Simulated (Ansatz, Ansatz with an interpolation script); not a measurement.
An input for Ansatz 0.2.0 (Ca3P2O8 (Tuite)):

```yaml
crystal:
  lattice:
    - [2.62435, 1.5151691789, 6.2245]
    - [-2.62435, 1.5151691789, 6.2245]
    - [0.0, -3.0303383579, 6.2245]
  atoms:
    - { symbol: Ca, position: [0.0, 0.0, 0.0] }
    - { symbol: Ca, position: [0.2036, 0.2036, 0.2036] }
    - { symbol: Ca, position: [0.7964, 0.7964, 0.7964] }
    - { symbol: P, position: [0.4052, 0.4052, 0.4052] }
    - { symbol: P, position: [0.5948, 0.5948, 0.5948] }
    - { symbol: O, position: [0.3235, 0.3235, 0.3235] }
    - { symbol: O, position: [0.6765, 0.6765, 0.6765] }
    - { symbol: O, position: [0.2736, 0.7509, 0.2736] }
    - { symbol: O, position: [0.2736, 0.2736, 0.7509] }
    - { symbol: O, position: [0.7509, 0.2736, 0.2736] }
    - { symbol: O, position: [0.7264, 0.2491, 0.7264] }
    - { symbol: O, position: [0.2491, 0.7264, 0.7264] }
    - { symbol: O, position: [0.7264, 0.7264, 0.2491] }
kpoints:
  mp_grid: { grid: [4, 4, 4] }
hamiltonian:
  xc: lda
  pseudopotentials: { kind: paw, azcp: { folder: soft_1 }, xc_functional: pbe }
scf:
  occupations: { method: fixed }
gw:
  n_empty_bands: 619
  ecut_chi: 150.0
  qp_bands: [v16, c3]
  screening: { model: godby_needs }
```

```sh
ansatz run input.yaml --threads 2 --pin off --max-ram 92160MiB --backend cuda --events-out ev --progress --plain --runs-dir out --devices 1 --max-vram 13GiB
```

**Question.** Estimate wall time and host memory on 1 × NVIDIA H100 80GB HBM3 (shared by 6 runs) with 2 threads of AMD EPYC 7R13 (Zen 3), shared host.

It took 6.1 min; on shared hardware allow 3.1 min to 12 min. Peak host memory was 5.6 GiB. The sizes that set the cost: 2901 plane waves a state, 13 irreducible k points, 663 bands summed, 625 plane waves in the screening and 9 SCF cycles.

The screening grows as filled bands × empty bands × pairs of k points, times the square of the screening basis for the matrix.

[Paths, hosts, dates, memory and timing lines, banners, echoed tables and standing remarks are left out of the program output.]

[Logs are printed without paths, hosts, clocks, repeated set-up lines and the standing remarks that a program may print on its own settings, such as how far it seeks lower states.]

[Runs of the session that timed out or met a known fault of the program may be left out.]

[Hosts, paths, dates, database ids (printed as entryN), source tags and the programs' standing remarks are cut or masked in the printed files.]
